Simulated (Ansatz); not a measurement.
# Ca on Pt(111): change of the work function, part 2 of 3

Wanted: Δφ(θ) for Ca/Pt(111), starting from the fcc site.

Ansatz 0.2.0; plane-wave DFT, PBE, Ansatz PAW.

So far, work function, upper face (eV): step 2 (the clean slab) 5.70.

## 3. Adsorbate added, k-mesh 4×4×1, coverage 0.111 ML

System of this step: Ca/Pt(111). The cell holds 37 atoms: 36 Pt and 1 Ca. Cell: a = 8.316 Å, b = 8.316 Å, c = 27.692 Å, α = 90.0°, β = 90.0°, γ = 60.0°. Vacuum lies along c.

The clean slab as it ended is repeated in the plane and the adsorbate is set on one face; the cell's size fixes the coverage, and the k-mesh shrinks with it to keep the sampling density about even. Adsorbate and upper layers relax, since the dipole depends on the height.

input.yaml

```yaml
crystal:
  lattice:
    - [8.3155757468, 1.0e-10, 0.0]
    - [4.1577878733, 7.2014998438, 0.0]
    - [0.0, 0.0, 27.6922762391]
  atoms:
    - { symbol: Pt, position: [0.0, 0.0, 0.3250003691] }
    - { symbol: Pt, position: [0.1111111111, 0.1111111111, 0.4067276001] }
    - { symbol: Pt, position: [0.2222222222, 0.2222222222, 0.4900273431] }
    - { symbol: Pt, position: [0.0, 0.0, 0.5743656938] }
    - { symbol: Pt, position: [0.0, 0.3333333333, 0.3250003691] }
    - { symbol: Pt, position: [0.1111111111, 0.4444444444, 0.4067276001] }
    - { symbol: Pt, position: [0.2222222222, 0.5555555556, 0.4900273431] }
    - { symbol: Pt, position: [0.0, 0.3333333333, 0.5743656938] }
    - { symbol: Pt, position: [0.0, 0.6666666667, 0.3250003691] }
    - { symbol: Pt, position: [0.1111111111, 0.7777777778, 0.4067276001] }
    - { symbol: Pt, position: [0.2222222222, 0.8888888889, 0.4900273431] }
    - { symbol: Pt, position: [0.0, 0.6666666667, 0.5743656938] }
    - { symbol: Pt, position: [0.3333333333, 0.0, 0.3250003691] }
    - { symbol: Pt, position: [0.4444444444, 0.1111111111, 0.4067276001] }
    - { symbol: Pt, position: [0.5555555556, 0.2222222222, 0.4900273431] }
    - { symbol: Pt, position: [0.3333333333, 0.0, 0.5743656938] }
    - { symbol: Pt, position: [0.3333333333, 0.3333333333, 0.3250003691] }
    - { symbol: Pt, position: [0.4444444444, 0.4444444444, 0.4067276001] }
    - { symbol: Pt, position: [0.5555555556, 0.5555555556, 0.4900273431] }
    - { symbol: Pt, position: [0.3333333333, 0.3333333333, 0.5743656938] }
    - { symbol: Pt, position: [0.3333333333, 0.6666666667, 0.3250003691] }
    - { symbol: Pt, position: [0.4444444444, 0.7777777778, 0.4067276001] }
    - { symbol: Pt, position: [0.5555555556, 0.8888888889, 0.4900273431] }
    - { symbol: Pt, position: [0.3333333333, 0.6666666667, 0.5743656938] }
    - { symbol: Pt, position: [0.6666666667, 0.0, 0.3250003691] }
    - { symbol: Pt, position: [0.7777777778, 0.1111111111, 0.4067276001] }
    - { symbol: Pt, position: [0.8888888889, 0.2222222222, 0.4900273431] }
    - { symbol: Pt, position: [0.6666666667, 0.0, 0.5743656938] }
    - { symbol: Pt, position: [0.6666666667, 0.3333333333, 0.3250003691] }
    - { symbol: Pt, position: [0.7777777778, 0.4444444444, 0.4067276001] }
    - { symbol: Pt, position: [0.8888888889, 0.5555555556, 0.4900273431] }
    - { symbol: Pt, position: [0.6666666667, 0.3333333333, 0.5743656938] }
    - { symbol: Pt, position: [0.6666666667, 0.6666666667, 0.3250003691] }
    - { symbol: Pt, position: [0.7777777778, 0.7777777778, 0.4067276001] }
    - { symbol: Pt, position: [0.8888888889, 0.8888888889, 0.4900273431] }
    - { symbol: Pt, position: [0.6666666667, 0.6666666667, 0.5743656938] }
    - { symbol: Ca, position: [0.1111111111, 0.1111111111, 0.6749996309] }
kpoints:
  mp_grid: { grid: [4, 4, 1] }
hamiltonian:
  xc: pbe
scf:
  occupations: { method: fermi_dirac, width: 0.1 }
  convergence: { dr2_threshold: 1.0e-08 }
efield:
  axis: 3
  dipole_correction: true
  ramp_position: 0.97
  ramp_width: 0.06
relax:
  f_tol: 0.02
  max_steps: 60
  constraints:
    - { sites: [0, 1, 4, 5, 8, 9, 12, 13, 16, 17, 20, 21, 24, 25, 28, 29, 32, 33] }
output:
  write_potential: true
  write_density: true
  volumetric_format: npy
```

Command:

```sh
ansatz run input.yaml --threads 4 --pin off --max-ram 16384MiB --backend cpu --events-out ev --progress --plain --runs-dir out
```

Numbers of over 12 decimals in the logs are rounded to 6 here.

What it wrote:

```text
[...]
Crystal: 37 atoms, lattice volume = 1658.341 Å³
Basis set: ecut = 420 eV, 32397 PW (Γ), exchange–correlation on 120×120×384 points (8 copies of the dense FFT grid, shifted against one another)
Bands: 395, of which v1, the nominal top of the filled ones, is band 329 counted from 1 (328 counted from 0)
Symmetry: 6 space group operations
[...]
k-points: 4 of 16 (time reversal used)
[...]
SCF iter   1: F=—  HF=-452637.516617 eV  |F-HF|=—  |Δ(HF+E_count)|=         —  Δρ=6.17e-3  dr2=7.20e0  ethr=1.77e-3  p=0.836 e·Å  D=9.13e-2 V/Å  ΔV_dip=-2.53 eV  dr2_dipole=2.61e0  V_vac-E_F(+/−)=2.66/5.19 eV  ⟨swp⟩=7.8  Hψ=6769  notcnv=0  defer=56
[...]
SCF iter  13: F=-452637.469776 eV  HF=-452637.469776 eV  |F-HF|=5.36e-9  |Δ(HF+E_count)|=   2.05e-8  Δρ=3.08e-7  dr2=8.67e-9  ethr=1.52e-12  p=1.057 e·Å  D=1.15e-1 V/Å  ΔV_dip=-3.20 eV  dr2_dipole=1.48e-10  V_vac-E_F(+/−)=2.46/5.66 eV  ⟨swp⟩=7.0  Hψ=10505  notcnv=0
SCF 1 converged in 13 iterations: F = -452637.469776 eV  dr2 = 8.67e-9
[...]
relax step   1: F+E_penalty+E_count = -452637.46977559 eV  Δ(F+E_penalty+E_count) = +0.000e0 eV  max|allowed force component| = 2.396e0 eV/Å  Δτ_max = 0.0000 Å  (13 SCF iters, accepted)
[...]
SCF iter  11: F=-452638.004229 eV  HF=-452638.004229 eV  |F-HF|=7.97e-9  |Δ(HF+E_count)|=   1.33e-7  Δρ=4.31e-7  dr2=9.49e-9  ethr=1.52e-12  p=1.116 e·Å  D=1.22e-1 V/Å  ΔV_dip=-3.37 eV  dr2_dipole=4.20e-10  V_vac-E_F(+/−)=2.28/5.65 eV  ⟨swp⟩=7.5  Hψ=10621  notcnv=0
SCF 2 converged in 11 iterations: F = -452638.004229 eV  dr2 = 9.49e-9
relax step   2: F+E_penalty+E_count = -452638.00422869 eV  Δ(F+E_penalty+E_count) = -5.345e-1 eV  max|allowed force component| = 2.033e0 eV/Å  Δτ_max = 0.1949 Å  (11 SCF iters, accepted)
SCF iter   1: F=—  HF=-452638.389028 eV  |F-HF|=—  |Δ(HF+E_count)|=         —  Δρ=2.87e-3  dr2=5.02e-1  ethr=5.87e-4  p=1.116 e·Å  D=1.22e-1 V/Å  ΔV_dip=-3.37 eV  dr2_dipole=1.25e-1  V_vac-E_F(+/−)=2.29/5.66 eV  ⟨swp⟩=7.0  Hψ=5516  notcnv=0  defer=105
[...]
SCF iter  12: F=-452638.343729 eV  HF=-452638.343729 eV  |F-HF|=2.68e-9  |Δ(HF+E_count)|=   2.38e-8  Δρ=1.62e-7  dr2=1.38e-9  ethr=1.52e-12  p=1.080 e·Å  D=1.18e-1 V/Å  ΔV_dip=-3.26 eV  dr2_dipole=8.93e-11  V_vac-E_F(+/−)=2.39/5.65 eV  ⟨swp⟩=8.0  Hψ=9174  notcnv=0
SCF 3 converged in 12 iterations: F = -452638.343729 eV  dr2 = 1.38e-9
[...]
relax step   3: F+E_penalty+E_count = -452638.34372875 eV  Δ(F+E_penalty+E_count) = -3.395e-1 eV  max|allowed force component| = 8.281e-1 eV/Å  Δτ_max = 0.1970 Å  (12 SCF iters, accepted)
[...]
relax step   4: F+E_penalty+E_count = -452638.39447195 eV  Δ(F+E_penalty+E_count) = -5.074e-2 eV  max|allowed force component| = 5.052e-1 eV/Å  Δτ_max = 0.1945 Å  (12 SCF iters, accepted)
[...]
relax step   5: F+E_penalty+E_count = -452638.40838401 eV  Δ(F+E_penalty+E_count) = -1.391e-2 eV  max|allowed force component| = 2.016e-2 eV/Å  Δτ_max = 0.0440 Å  (10 SCF iters, accepted)
SCF iter   1: F=—  HF=-452638.410132 eV  |F-HF|=—  |Δ(HF+E_count)|=         —  Δρ=1.96e-4  dr2=1.59e-3  ethr=1.92e-6  p=1.013 e·Å  D=1.11e-1 V/Å  ΔV_dip=-3.06 eV  dr2_dipole=4.85e-4  V_vac-E_F(+/−)=2.59/5.65 eV  ⟨swp⟩=2.5  Hψ=2688  notcnv=0  defer=111
[...]
SCF iter   9: F=-452638.408446 eV  HF=-452638.408446 eV  |F-HF|=5.47e-9  |Δ(HF+E_count)|=   1.20e-8  Δρ=1.91e-7  dr2=1.21e-9  ethr=1.52e-12  p=1.015 e·Å  D=1.11e-1 V/Å  ΔV_dip=-3.07 eV  dr2_dipole=2.34e-11  V_vac-E_F(+/−)=2.58/5.65 eV  ⟨swp⟩=8.2  Hψ=9179  notcnv=0
SCF 6 converged in 9 iterations: F = -452638.408446 eV  dr2 = 1.21e-9
relax step   6: F+E_penalty+E_count = -452638.40844557 eV  Δ(F+E_penalty+E_count) = -6.155e-5 eV  max|allowed force component| = 9.315e-3 eV/Å  Δτ_max = 0.0047 Å  (9 SCF iters, accepted)
NSCF: frozen V_eff on 4 k-points
[...]
WARN: The output density's exchange-correlation potential varies sharply where the density is thin. Do not read a vacuum level from v_tot or v_xc, or from such a field of the output density. On a cell that repeats whose density bears no net charge and no dipole along the vacuum's axis use v_es (v_loc + v_h of the components); under efield.dipole_correction with no amplitude use v_es + v_field, which holds any externa [...]
SCF converged after 9 iterations
Free energy (F): -452638.408446 eV
[...]
Internal energy: -452636.493181 eV  (E = F + TS)
E sigma→0 (E₀):  -452637.450813 eV
Entropy (-TS):   -1.915264 eV (-51.764 meV/atom)
Fermi energy:    5.054455 eV
Dipole field:    D = 0.110743 V/Å  (p = 1.014913 e·Å, saw-weighted, corrected)
Work function:   Φ+ = 2.5829 eV   Φ− = 5.6496 eV
[...]
--- Forces (eV/Å), atoms counted from 1 ---
  atom   1  Pt     0.00850508     0.00491041    -0.49126543
  atom   2  Pt     0.00000000    -0.00000000     0.57819576
  atom   3  Pt     0.00009517     0.00005495    -0.00015858
  atom   4  Pt     0.00237126     0.00136905     0.00164827
  atom   5  Pt     0.00000000    -0.00982082    -0.49126543
  atom   6  Pt     0.01745871     0.01307720     0.49832348
  atom   7  Pt     0.00127451    -0.00073584     0.00176466
  atom   8  Pt     0.00000000    -0.00273810     0.00164827
  atom   9  Pt    -0.00052005     0.00030025    -0.48433136
  atom  10  Pt    -0.00259584    -0.02165829     0.49832348
  atom  11  Pt     0.00000000    -0.00010990    -0.00015858
  atom  12  Pt     0.00806709    -0.00465754     0.00596056
  atom  13  Pt    -0.00850508     0.00491041    -0.49126543
  atom  14  Pt     0.02005455     0.00858108     0.49832348
  atom  15  Pt    -0.00000000     0.00147168     0.00176466
  atom  16  Pt    -0.00237126     0.00136905     0.00164827
  atom  17  Pt    -0.00395580    -0.00228388    -0.47149486
  atom  18  Pt     0.00000000    -0.00000000     0.56567332
  atom  19  Pt    -0.00127451    -0.00073584     0.00176466
  atom  20  Pt     0.00031579     0.00018232    -0.00035785
  atom  21  Pt    -0.00000000     0.00456777    -0.47149486
  atom  22  Pt     0.00259584    -0.02165829     0.49832348
  atom  23  Pt     0.00015969    -0.00009219     0.00023634
  atom  24  Pt     0.00000000    -0.00036464    -0.00035785
  atom  25  Pt     0.00000000    -0.00060050    -0.48433136
  atom  26  Pt    -0.02005455     0.00858108     0.49832348
  atom  27  Pt    -0.00009517     0.00005495    -0.00015858
  atom  28  Pt    -0.00000000     0.00931507     0.00596056
  atom  29  Pt     0.00395580    -0.00228388    -0.47149486
  atom  30  Pt    -0.01745871     0.01307720     0.49832348
  atom  31  Pt    -0.00000000     0.00018439     0.00023634
  atom  32  Pt    -0.00031579     0.00018232    -0.00035785
  atom  33  Pt     0.00052005     0.00030025    -0.48433136
  atom  34  Pt     0.00000000    -0.00000000     0.18123639
  atom  35  Pt    -0.00015969    -0.00009219     0.00023634
  atom  36  Pt    -0.00806709    -0.00465754     0.00596056
  atom  37  Ca     0.00000000     0.00000000    -0.00106278
  max |Σ_I F_I| component: 1.12e-5 eV/Å
--- Band table (eV) ---
  k-point 0: bands = [... 325 lower, 4.6784, 4.6784, 4.6903, 4.6903, 4.6976, 4.6984, 4.6984, 4.7489, ... 62 higher]
  k-point 1: bands = [... 325 lower, 4.9037, 4.9128, 4.9149, 4.9603, 5.0090, 5.0578, 5.1091, 5.1113, ... 62 higher]
  k-point 2: bands = [... 325 lower, 5.0316, 5.0380, 5.0415, 5.0513, 5.0548, 5.2410, 5.3331, 5.3447, ... 62 higher]
  k-point 3: bands = [... 325 lower, 4.9322, 5.0560, 5.1306, 5.1449, 5.1482, 5.1583, 5.1755, 5.1860, ... 62 higher]
--- Relaxed structure (6 steps of the walk, 6 accepted, 0 SCFs on fresh bases) ---
  F+E_penalty+E_count = -452638.40844557 eV   max|allowed force component| = 9.315e-3 eV/Å
  atoms:
    - { symbol: Pt, position: [1.1111113280699722e-11, 1.111111328069972e-11, 0.325000] }
    - { symbol: Pt, position: [0.111111, 0.111111, 0.4067276001] }
    - { symbol: Pt, position: [0.222231, 0.222231, 0.490530] }
    - { symbol: Pt, position: [-0.00224522, -0.00224522, 0.575737] }
    - { symbol: Pt, position: [1.1111139786024182e-11, 0.333333, 0.325000] }
    - { symbol: Pt, position: [0.111111, 0.444444, 0.4067276001] }
    - { symbol: Pt, position: [0.222655, 0.555339, 0.490623] }
    - { symbol: Pt, position: [-0.00224522, 0.337824, 0.575737] }
    - { symbol: Pt, position: [-2.222211303859467e-11, 0.666667, 0.325000] }
    - { symbol: Pt, position: [0.111111, 0.777778, 0.4067276001] }
    - { symbol: Pt, position: [0.222231, 0.888871, 0.490530] }
    - { symbol: Pt, position: [-0.000341074, 0.666837, 0.574912] }
    - { symbol: Pt, position: [0.333333, 1.1111113280699717e-11, 0.325000] }
    - { symbol: Pt, position: [0.444444, 0.111111, 0.4067276001] }
    - { symbol: Pt, position: [0.555339, 0.222655, 0.490623] }
    - { symbol: Pt, position: [0.337824, -0.00224522, 0.575737] }
    - { symbol: Pt, position: [0.333333, 0.333333, 0.325000] }
    - { symbol: Pt, position: [0.444444, 0.444444, 0.4067276001] }
    - { symbol: Pt, position: [0.555339, 0.555339, 0.490623] }
    - { symbol: Pt, position: [0.333480, 0.333480, 0.575903] }
    - { symbol: Pt, position: [0.333333, 0.666667, 0.325000] }
    - { symbol: Pt, position: [0.444444, 0.777778, 0.4067276001] }
    - { symbol: Pt, position: [0.555999, 0.888667, 0.489807] }
    - { symbol: Pt, position: [0.333480, 0.666373, 0.575903] }
    - { symbol: Pt, position: [0.666667, -2.2222204306928902e-11, 0.325000] }
    - { symbol: Pt, position: [0.777778, 0.111111, 0.4067276001] }
    - { symbol: Pt, position: [0.888871, 0.222231, 0.490530] }
    - { symbol: Pt, position: [0.666837, -0.000341074, 0.574912] }
    - { symbol: Pt, position: [0.666667, 0.333333, 0.325000] }
    - { symbol: Pt, position: [0.777778, 0.444444, 0.4067276001] }
    - { symbol: Pt, position: [0.888667, 0.555999, 0.489807] }
    - { symbol: Pt, position: [0.666373, 0.333480, 0.575903] }
    - { symbol: Pt, position: [0.666667, 0.666667, 0.325000] }
    - { symbol: Pt, position: [0.777778, 0.777778, 0.4067276001] }
    - { symbol: Pt, position: [0.888667, 0.888667, 0.489807] }
    - { symbol: Pt, position: [0.666837, 0.666837, 0.574912] }
    - { symbol: Ca, position: [0.111111, 0.111111, 0.655437] }
```

Wall time 17 min (4 threads of Arm Neoverse V1, shared host); peak memory 11 GiB.

The steps of the relaxation:

| step | energy less that of the first step (eV) | largest force component (eV/Å) |
| --- | --- | --- |
| 1 | 0.0000 | 2.3959 |
| 2 | -0.5345 | 2.0328 |
| 3 | -0.8740 | 0.8281 |
| 4 | -0.9247 | 0.5052 |
| 5 | -0.9386 | 0.0202 |
| 6 | -0.9387 | 0.0093 |

The run keeps the 6 symmetry operations that it works with, so distortions that break them were not tested.

The atoms that moved most (Å):

| atom | dx | dy | dz | length |
| --- | --- | --- | --- | --- |
| Ca37 | 0.000 | 0.000 | -0.542 | 0.542 |
| Pt16 | 0.028 | -0.016 | 0.038 | 0.050 |
| Pt4 | -0.028 | -0.016 | 0.038 | 0.050 |
| Pt8 | 0.000 | 0.032 | 0.038 | 0.050 |
| Pt24 | 0.000 | -0.002 | 0.043 | 0.043 |
| Pt20 | 0.002 | 0.001 | 0.043 | 0.043 |
| Pt32 | -0.002 | 0.001 | 0.043 | 0.043 |
| Pt7 | 0.003 | -0.002 | 0.017 | 0.017 |

The relaxed structure:

```xyz
37
Lattice="8.3156 0.0000 0.0000 4.1578 7.2015 0.0000 0.0000 0.0000 27.6923" Properties=species:S:1:pos:R:3
Pt    0.0000    0.0000    9.0000
Pt    1.3859    0.8002   11.2632
Pt    2.7720    1.6004   13.5839
Pt   -0.0280   -0.0162   15.9435
Pt    1.3859    2.4005    9.0000
Pt    2.7719    3.2007   11.2632
Pt    4.1605    3.9993   13.5865
Pt    1.3859    2.4328   15.9435
Pt    2.7719    4.8010    9.0000
Pt    4.1578    5.6012   11.2632
Pt    5.5437    6.4012   13.5839
Pt    2.7697    4.8022   15.9206
Pt    2.7719    0.0000    9.0000
Pt    4.1578    0.8002   11.2632
Pt    5.5437    1.6034   13.5865
Pt    2.7999   -0.0162   15.9435
Pt    4.1578    2.4005    9.0000
Pt    5.5437    3.2007   11.2632
Pt    6.9270    3.9993   13.5865
Pt    4.1596    2.4016   15.9481
Pt    5.5437    4.8010    9.0000
Pt    6.9296    5.6012   11.2632
Pt    8.3183    6.3997   13.5639
Pt    5.5437    4.7989   15.9481
Pt    5.5437    0.0000    9.0000
Pt    6.9296    0.8002   11.2632
Pt    8.3155    1.6004   13.5839
Pt    5.5437   -0.0025   15.9206
Pt    6.9296    2.4005    9.0000
Pt    8.3156    3.2007   11.2632
Pt    9.7015    4.0040   13.5639
Pt    6.9278    2.4016   15.9481
Pt    8.3156    4.8010    9.0000
Pt    9.7015    5.6012   11.2632
Pt   11.0847    6.3997   13.5639
Pt    8.3177    4.8022   15.9206
Ca    1.3859    0.8002   18.1506
```

This step gave:

- energy at zero smearing: -452637.4508 eV
- work function, upper face: 2.583 eV
- work function, lower face: 5.650 eV
- dipole along the normal: 1.015 e·Å
- step between the vacuum levels: -3.067 eV

Running mean over 2.263 Å of the planar mean; the ramp of the sawtooth is left out. Electron's electrostatic potential energy less the Fermi level against z:

| z (Å) | electron's electrostatic potential energy less the Fermi level (eV) |
| --- | --- |
| 4 | 5.65 |
| 5 | 5.65 |
| 6 | 5.59 |
| 7 | 4.57 |
| 8 | -4.98 |
| 9 | -11.6 |
| 10 | -12.1 |
| 11 | -12.2 |
| 12 | -11.7 |
| 13 | -11.8 |
| 14 | -11.7 |
| 15 | -10.9 |
| 16 | -11.5 |
| 17 | -5.28 |
| 18 | 1.95 |
| 19 | 2.05 |
| 20 | 2.49 |
| 21 | 2.57 |
| 22 | 2.58 |
| 23 | 2.58 |
| 24 | 2.58 |

The relaxation took 6 steps and lowered the energy by 0.94 eV; the largest force on the free atoms ends at 0.0093 eV/Å.

The covered face has 2.58 eV, -3.12 eV against the clean one; the bare back face has moved by -0.02 eV, a measure of how thin the slab is.

(Continued in part 3 of 3.)

[Logs are printed without paths, hosts, clocks, repeated set-up lines and the standing remarks that a program may print on its own settings, such as how far it seeks lower states.]

[Hosts, paths, dates, database ids (printed as entryN), source tags and the programs' standing remarks are cut or masked in the printed files.]

[Maps of the electrostatic potential energy from Ansatz leave out the sawtooth potential of an applied field or a dipole correction, so their vacuum need not be flat; planar profiles and work functions include it.]
